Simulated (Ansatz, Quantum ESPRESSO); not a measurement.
# Pd(100), 5 layers against a metal electrode: the electrode's level over the Fermi level at a withheld member of a series

Method. Quantum ESPRESSO 7.5, PBE, GBRV ultrasoft. The slab is relaxed neutral, then held. ESM with bc3: vacuum below and a metal electrode about 6 Å above the top atoms. Cold smearing of 0.02 Ry. Charges are set per cell from the starting area. The slabs take the lattice constants of the bulk relaxed by the same program. The series steps the charge of the slab (positive: electrons removed).

| charge of the slab | electrode's level over the Fermi level (eV) |
| --- | --- |
| 1 ×10¹³ e/cm² | 5.915 |
| 2 ×10¹³ e/cm² | 6.733 |
| 3 ×10¹³ e/cm² | 7.558 |
| 4.5 ×10¹³ e/cm² | 8.804 |
| 6 ×10¹³ e/cm² | 10.059 |
| 7 ×10¹³ e/cm² | 10.901 |

One more run was made and is withheld. What is the electrode's level over the Fermi level at 8 ×10¹³ e/cm²?

**Worked estimate.** The rows at 6 ×10¹³ e/cm² and 7 ×10¹³ e/cm² give a slope of (10.901 − (10.059))/(7 − (6)) = 0.842, so a straight line gives 11.743 eV. A parabola through these and the row at 4.5 ×10¹³ e/cm² gives 11.747 eV.

**The withheld run.** 11.747 eV. The line misses by −0.004 and the parabola by 0.000 eV. Both misses are under 5 % of the step from the nearer row.

Caveats: Vacuum fills the gap; ions don't answer the charge; added electrons can spill towards the electrode at the most negative charges. Charges count on the starting cell, which the relaxation changed by some per cent. Members without a usable value, or on the other side of zero field or charge, are not listed.
